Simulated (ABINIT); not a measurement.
# A GW run on CdF2 (Fm-3m) in ABINIT, with inputs changed, part 2 of 2

A base run on CdF2 (Fm-3m), then changed inputs.

ABINIT 10.8.3; PBE and many-body steps on it, plane waves. Known limits of the many-body steps: not at the basis limit; d shell near the gap, gap tends to lie low; no spin-orbit coupling; coarse k mesh.

So far. Step 2 (Screening, 4×4×4 mesh, 69 bands, screening to 136.1 eV): Local fields lower ε∞ by 5 %. On a Γ-centred mesh this coarse the value itself is usually too large, while a short band sum pulls it down. Step 3 (Base): The gap on the mesh goes from 3.12 eV to 5.33 eV, a correction of +2.21 eV.

**6. No symmetry in the self-energy**

Level of this step: G0W0 on PBE, plane waves, norm-conserving pseudopotentials (ABINIT).

The input, run.abi:

```
acell 3*1.0 Angstrom
rprim 
  0.000000000000 2.694000000000 2.694000000000
  2.694000000000 -0.000000000000 2.694000000000
  2.694000000000 2.694000000000 -0.000000000000
ntypat 2
znucl 48 9
natom 3
typat 1 2 2
xred 
  0.000000000000 0.000000000000 0.000000000000
  0.250000000000 0.250000000000 0.250000000000
  0.750000000000 0.750000000000 0.750000000000
pp_dirpath "pseudos"
pseudos "Cd.upf, F.upf"
ecut 47
ngkpt 4 4 4
nshiftk 1
shiftk 0 0 0
kptopt 1
chksymbreak 0
istwfk *1
occopt 1
irdwfk 1
optdriver 4
nband 69
gwcalctyp 0
ecutsigx 47
symsigma 0
nkptgw 2
kptgw 
  -0.2500000000 0.5000000000 0.2500000000
  0.0000000000 0.0000000000 0.0000000000
bdgw 
  16 19
  15 21
ecuteps 5
irdscr 1
ppmodel 1
indata_prefix "in"
outdata_prefix "out"
tmpdata_prefix "tmp"
```

The run is started by

```
$ OMP_NUM_THREADS=1 mpirun -n 4 abinit run.abi > log
```

Log:

```text
.Version 10.8.3 of ABINIT. v10.8.2 released Aug 2026.

 Symmetries : space group Fm -3 m (#225); Bravais cF (face-center cubic)
[... echo of the input left out ...]
== DATASET  1 ==================================================================
-   mpi_nproc: 4, omp_nthreads: 1 (-1 if OMP is not activated)

--- !DatasetInfo
iteration_state: {dtset: 1, }
dimensions: {natom: 3, nkpt: 8, mband: 69, nsppol: 1, nspinor: 1, nspden: 1, mpw: 4092, }
cutoff_energies: {ecut:  47.0, pawecutdg:  -1.0, }
[...]
Band     E0 <VxcDFT>   SigX SigC(E0)      Z dSigC/dE  Sig(E)    E-E0       E
[...]
20  15.876 -10.202  -4.669  -4.018   0.877  -0.140  -8.874   1.328  17.204
       21  15.876 -10.202  -4.669  -4.018   0.877  -0.140  -8.874   1.328  17.204

== END DATASET(S) ==============================================================
================================================================================

 -outvars: echo values of variables after computation  --------
           etotal      0.0000000000E+00
            nband          69
             nkpt           8
          spgroup         225
 [... the other variables as echoed above ...]

 Calculation completed.
```

Run time: 18 s. Hardware: 4 MPI ranks of Arm Neoverse V2, shared host; peak memory 0.89 GiB; 73 s of CPU time.

Numbers from this step:

* G0W0 gap on the points computed: 5.334 eV
* starting gap on the mesh: 3.124 eV
* k of the valence top: -0.25, 0.5, 0.25
* k of the conduction bottom: 0, 0, 0
* least direct G0W0 gap on the computed points: 6.084 eV

Against G0W0 in ABINIT (4×4×4 mesh, 69 bands, screening to 136.1 eV, Godby-Needs plasmon pole), the gap moves by +0.000 eV.

**7. Broadening of the poles**

Changes to run.abi since step 6:

```diff
@@ -28,3 +28,3 @@
 ecutsigx 47
-symsigma 0
+symsigma 1
 nkptgw 2
@@ -39,2 +39,3 @@
 ppmodel 1
+zcut 1.0 eV
 indata_prefix "in"
```

Log:

```text
.Version 10.8.3 of ABINIT. v10.8.2 released Aug 2026.

 Symmetries : space group Fm -3 m (#225); Bravais cF (face-center cubic)
[... echo of the input left out ...]
== DATASET  1 ==================================================================
-   mpi_nproc: 4, omp_nthreads: 1 (-1 if OMP is not activated)

--- !DatasetInfo
iteration_state: {dtset: 1, }
dimensions: {natom: 3, nkpt: 8, mband: 69, nsppol: 1, nspinor: 1, nspden: 1, mpw: 4092, }
cutoff_energies: {ecut:  47.0, pawecutdg:  -1.0, }
[...]
Band     E0 <VxcDFT>   SigX SigC(E0)      Z dSigC/dE  Sig(E)    E-E0       E
[...]
20  15.876 -10.202  -4.669  -4.019   0.877  -0.141  -8.875   1.328  17.203
       21  15.876 -10.202  -4.669  -4.019   0.877  -0.141  -8.875   1.328  17.203

== END DATASET(S) ==============================================================
================================================================================

 -outvars: echo values of variables after computation  --------
           etotal      0.0000000000E+00
            nband          69
             nkpt           8
          spgroup         225
 [... the other variables as echoed above ...]

 Calculation completed.
```

The job ended after 5 s (4 MPI ranks; peak memory 0.62 GiB; 20 s of CPU time).

This step gave:

```yaml
g0w0_gap_on_the_points_computed: 5.333 eV
starting_gap_on_the_mesh: 3.124 eV
k_of_the_valence_top: -0.25, 0.5, 0.25
k_of_the_conduction_bottom: 0, 0, 0
least_direct_g0w0_gap_on_the_computed_points: 6.084 eV
```

Against G0W0 in ABINIT (4×4×4 mesh, 69 bands, screening to 136.1 eV, Godby-Needs plasmon pole), the gap moves by −0.001 eV.

**8. Point off the mesh**

Changes to run.abi since step 7:

```diff
@@ -29,9 +29,7 @@
 symsigma 1
-nkptgw 2
+nkptgw 1
 kptgw 
-  -0.2500000000 0.5000000000 0.2500000000
-  0.0000000000 0.0000000000 0.0000000000
+  0.137 0.291 0
 bdgw 
-  16 19
-  15 21
+  17 18
 ecuteps 5
@@ -39,3 +37,2 @@
 ppmodel 1
-zcut 1.0 eV
 indata_prefix "in"
```

Log:

```text
.Version 10.8.3 of ABINIT. v10.8.2 released Aug 2026.

 Symmetries : space group Fm -3 m (#225); Bravais cF (face-center cubic)
================================================================================
 Values of the parameters that define the memory need of the present run
     intxc =       0    ionmov =       0      iscf =       7    lmnmax =       6
     lnmax =       6     mgfft =      48  mpssoang =       3    mqgrid =    3001
     natom =       3  nloc_mem =       1    nspden =       1   nspinor =       1
    nsppol =       1      nsym =      48    n1xccc =    2501    ntypat =       2
    occopt =       1   xclevel =       2
-    mband =          69        mffmem =           1         mkmem =           2
       mpw =        4092          nfft =      110592          nkpt =           8
================================================================================
  Rough estimation (10% accuracy) of disk space for files :
================================================================================

--------------------------------------------------------------------------------
------------- Echo of variables that govern the present computation ------------
--------------------------------------------------------------------------------
 -outvars: echo values of preprocessed input variables --------
            acell      1.8897261259E+00  1.8897261259E+00  1.8897261259E+00 Bohr

             bdgw          17      18
      chksymbreak           0
             ecut      4.70000000E+01 Hartree
          ecuteps      5.00000000E+00 Hartree
         ecutsigx      4.70000000E+01 Hartree
          ecutwfn      4.70000000E+01 Hartree
-          fftalg         312
           irdscr           1
           irdwfk           1

              ixc     -101130
[...]
- Cd Generated using ONCVPSP code by D. R. Hamann
- 48.00000  20.00000  171031                  znucl, zion, pspdat
12 -101130 2 -1 1368                          pspcod,pspxc,lmax,lloc,mmax
     nproj     2     2     2
  pspatm : epsatm=   23.16453630
         --- l  ekb(1:nproj) -->
[...]
pspatm: atomic psp has been read  and splines computed

- F Generated using ONCVPSP code by D. R. Hamann
-  9.00000   7.00000  171031                  znucl, zion, pspdat
12 -101130 2 -1 832                           pspcod,pspxc,lmax,lloc,mmax
     nproj     2     2     1
  pspatm : epsatm=    4.87625608
         --- l  ekb(1:nproj) -->
             0    6.519403    1.070094
             1   -3.955629   -1.291931
             2   -2.441503
 pspatm: atomic psp has been read  and splines computed

   1.11917965E+03                                ecore*ucvol(ha*bohr**3)
--------------------------------------------------------------------------------

 ==== K-mesh for the wavefunctions ====
 Number of points in the irreducible wedge :     8
 Reduced coordinates and weights :

     1)     0.00000000E+00  0.00000000E+00  0.00000000E+00       0.01563
     2)     2.50000000E-01  0.00000000E+00  0.00000000E+00       0.12500
     3)     5.00000000E-01  0.00000000E+00  0.00000000E+00       0.06250
[...]
7)     5.00000000E-01  5.00000000E-01  0.00000000E+00       0.04688
     8)    -2.50000000E-01  5.00000000E-01  2.50000000E-01       0.09375

 Together with 48 symmetry operations and time-reversal symmetry
 yields    64 points in the full Brillouin Zone.

--- !ERROR
message: |
    k-point [ 1.3700E-01,  2.9100E-01,  0.0000E+00]  not in the list of k points treated in the preparatory SCF run.
     Change kptgw, or shiftk of previous run.

--- !ERROR
message: |
    k-point [ 1.3700E-01,  2.9100E-01,  0.0000E+00]  not in the list of k points treated in the preparatory SCF run.
     Change kptgw, or shiftk of previous run.

--- from the log ---
k-point [ 1.3700E-01,  2.9100E-01,  0.0000E+00]  not in the list of k points treated in the preparatory SCF run.
     Change kptgw, or shiftk of previous run.
```

Wall time 1.6 s (4 MPI ranks); peak memory 0.06 GiB.

The run stopped with an error after 1.6 s.

The program's words: k-point [ 1.3700E-01,  2.9100E-01,  0.0000E+00]  not in the list of k points treated in the preparatory SCF run. Change kptgw, or shiftk of previous run.

The fault put into this input: point off the mesh.

**9. Contour deformation on a plasmon-pole file**

Changes to run.abi since step 8:

```diff
@@ -26,13 +26,14 @@
 nband 69
-gwcalctyp 0
+gwcalctyp 2
 ecutsigx 47
 symsigma 1
-nkptgw 1
+nkptgw 2
 kptgw 
-  0.137 0.291 0
+  -0.2500000000 0.5000000000 0.2500000000
+  0.0000000000 0.0000000000 0.0000000000
 bdgw 
-  17 18
+  16 19
+  15 21
 ecuteps 5
 irdscr 1
-ppmodel 1
 indata_prefix "in"
```

Log:

```text
.Version 10.8.3 of ABINIT. v10.8.2 released Aug 2026.

 Symmetries : space group Fm -3 m (#225); Bravais cF (face-center cubic)
================================================================================
 Values of the parameters that define the memory need of the present run
     intxc =       0    ionmov =       0      iscf =       7    lmnmax =       6
     lnmax =       6     mgfft =      48  mpssoang =       3    mqgrid =    3001
     natom =       3  nloc_mem =       1    nspden =       1   nspinor =       1
    nsppol =       1      nsym =      48    n1xccc =    2501    ntypat =       2
    occopt =       1   xclevel =       2
-    mband =          69        mffmem =           1         mkmem =           2
       mpw =        4092          nfft =      110592          nkpt =           8
================================================================================
  Rough estimation (10% accuracy) of disk space for files :
================================================================================

--------------------------------------------------------------------------------
------------- Echo of variables that govern the present computation ------------
--------------------------------------------------------------------------------
 -outvars: echo values of preprocessed input variables --------
            acell      1.8897261259E+00  1.8897261259E+00  1.8897261259E+00 Bohr

             bdgw          16      19      15      21
      chksymbreak           0
             ecut      4.70000000E+01 Hartree
          ecuteps      5.00000000E+00 Hartree
         ecutsigx      4.70000000E+01 Hartree
          ecutwfn      4.70000000E+01 Hartree
-          fftalg         312
        gwcalctyp           2
           irdscr           1
[...]
setmesh: FFT mesh size selected  =    45x   45x   45
          total number of points  =        91125

 Number of electrons calculated from density =   34.0000; Expected =   34.0000
 average of density, n =  0.128843
 r_s =    1.2282
 omega_plasma =   34.6246 [eV]

 === KS Band Gaps ===
  >>>> For spin  1
   Minimum direct gap =   3.6194 [eV], located at k-point      :   0.0000  0.0000  0.0000
   Fundamental gap    =   3.1240 [eV], Top of valence bands at :  -0.2500  0.5000  0.2500
                                       Bottom of conduction at :   0.0000  0.0000  0.0000
 SIGMA fundamental parameters:
 CONTOUR DEFORMATION
 number of plane-waves for SigmaX                 4015
 number of plane-waves for SigmaC and W            137
 number of plane-waves for wavefunctions          4015
 number of bands                                    69
 number of independent spin polarizations            1
 number of spinorial components                      1
 number of k-points in IBZ                           8
 number of q-points in IBZ                           8
 number of symmetry operations                      48
 number of k-points in BZ                           64
 number of q-points in BZ                           64
 number of frequencies for dSigma/dE                 9
 frequency step for dSigma/dE [eV]                0.25
 number of omega for Sigma on real axis              0
 max omega for Sigma on real axis  [eV]           0.00
 zcut for avoiding poles [eV]                     0.10

 EPSILON^-1 parameters (SCR file):
 dimension of the eps^-1 matrix on file            137
 dimension of the eps^-1 matrix used               137
 number of plane-waves for wavefunctions          4015
 number of bands                                    69
 number of q-points in IBZ                           8
 number of frequencies                               2
 number of real frequencies                          1
 number of imag frequencies                          1

 matrix elements of self-energy operator (all in [eV])

 Perturbative Calculation

--- !ERROR
message: |
    Fatal error

--- !ERROR
message: |
    Fatal error

--- from the log ---
Fatal error
```

It took 2.8 s on 4 MPI ranks; peak memory 0.23 GiB.

The run stopped with an error after 2.8 s.

The fault put into this input: contour deformation on a plasmon-pole file.

**10. Side by side**

Times are wall times on 4 MPI ranks of Arm Neoverse V2, shared host, good to a factor of about two. A run's time includes the screening step that it read.

| run | mesh | bands | screening cutoff (eV) | DFT gap (eV) | gap on the mesh (eV) | direct (eV) | ε∞ used | time |
| --- | --- | --- | --- | --- | --- | --- | --- | --- |
| base | 4×4×4 | 69 | 136.1 | 3.124 | 5.334 | 6.085 | 2.75 | 24 s |
| smaller part of the screening matrix | 4×4×4 | 69 | 68 | 3.124 | 5.607 | 6.317 | 2.75 | 23 s |
| exchange cutoff | 4×4×4 | 69 | 136.1 | 3.124 | 4.944 | 5.545 | 2.75 | 23 s |
| no symmetry in the self-energy | 4×4×4 | 69 | 136.1 | 3.124 | 5.334 | 6.084 | 2.75 | 37 s |
| broadening of the poles | 4×4×4 | 69 | 136.1 | 3.124 | 5.333 | 6.084 | 2.75 | 24 s |

**11. What came out**

| Item | Value |
| --- | --- |
| base | 5.334 eV |
| smaller part of the screening matrix | 5.607 eV |
| exchange cutoff | 4.944 eV |
| no symmetry in the self-energy | 5.334 eV |
| broadening of the poles | 5.333 eV |
| known limits | not at the basis limit; d shell near the gap, gap tends to lie low; no spin-orbit coupling; coarse k mesh |

In words: Smaller part of the screening matrix: +0.273 eV against base (keys changed: ecuteps). Exchange cutoff: −0.390 eV against base (keys changed: ecutsigx). No symmetry in the self-energy: no change against base (keys changed: symsigma). Broadening of the poles: −0.001 eV against base (keys changed: zcut). Bands and cutoff are finite, so the gap is not at the basis limit. The miss can reach some tenths of an eV and take either sign; the mesh is an error of its own. In the G0W0 runs levels were corrected at 2 k points alone, so a gap called «on the mesh» is the least over those, and an edge elsewhere would be missed. The 4×4×4 mesh is coarse for this cell, which bears on the long-range parts of exchange and screening. A d shell, filled or nearly so, lies near the gap. One-shot GW converges very slowly in bands there, not always from below, and on a semilocal start the gap tends to come out low; starts rich in exact exchange can overshoot instead. The many-body steps are scalar-relativistic: spin-orbit coupling is not in them.

[Paths, hosts, dates, memory and timing lines, banners, echoed tables and standing remarks are left out of the program output.]

[Logs are printed without paths, hosts, clocks, repeated set-up lines and the standing remarks that a program may print on its own settings, such as how far it seeks lower states.]

[Runs of the session that timed out or met a known fault of the program may be left out.]

[Hosts, paths, dates, database ids (printed as entryN), source tags and the programs' standing remarks are cut or masked in the printed files.]

[G0W0 gaps are taken among the corrected bands and points alone; a level outside them can change the order at an edge.]

[Where Ansatz stands beside ABINIT at settings called matched, ABINIT's density can come from a denser mesh and the files from another edition; pairs whose starting gaps differed by over 0.03 eV were left out, so agreement reads better than it is.]
